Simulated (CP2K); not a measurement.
Consider boroxine at its PBE geometry (Å).

```xyz
9

B    -0.4732    1.2550    0.3583
O    -1.3020    0.1463    0.4402
B    -0.8304   -1.1087    0.0839
O     0.4754   -1.2616   -0.3584
B     1.3014   -0.1459   -0.4464
O     0.8299    1.1134   -0.0943
H    -0.8771    2.3290    0.6820
H    -1.5496   -2.0573    0.1599
H     2.4256   -0.2703   -0.8252
```

Method: CP2K XAS_TDP, all-electron GAPW, PBEh(45%), aug-cc-pVDZ, TDA, no relativity.

Predict the bright core excitations at the O K edge.

Leading lines: O2 529.83 eV. The leading line of an atom is its first one with 35 % of the strongest within 2.5 eV of its lowest line over the strength cut. 

The first six lines of each atom with a strength over 0.0015:

| atom | energy (eV) | states | strength, one atom |
| --- | --- | --- | --- |
| O2 (bonded to 2 B), 3 alike | 529.83 | 1 | 0.0295 |
|  | 533.03 | 1 | 0.0032 |
|  | 534.06 | 1 | 0.0025 |
|  | 534.53 | 1 | 0.0017 |
|  | 534.74 | 1 | 0.0059 |
|  | 534.93 | 1 | 0.0015 |

Lines are vertical, at one geometry, with no vibrational structure. Without a correction of the core level, line positions, and the gaps between valence and Rydberg lines, follow the share of exact exchange. At this level such K lines come out 3 to 6 eV under measured ones. These values hold no scalar relativity, about 0.4 eV for O 1s. Rydberg lines, and the discretised continuum above threshold, depend on the basis and the box.

[Banner, clock and machine lines of the logs are left out without a mark of their own.]

[Logs are printed without paths, hosts, clocks, repeated set-up lines and the standing remarks that a program may print on its own settings, such as how far it seeks lower states.]

[Hosts, paths, dates, database ids (printed as entryN), source tags and the programs' standing remarks are cut or masked in the printed files.]
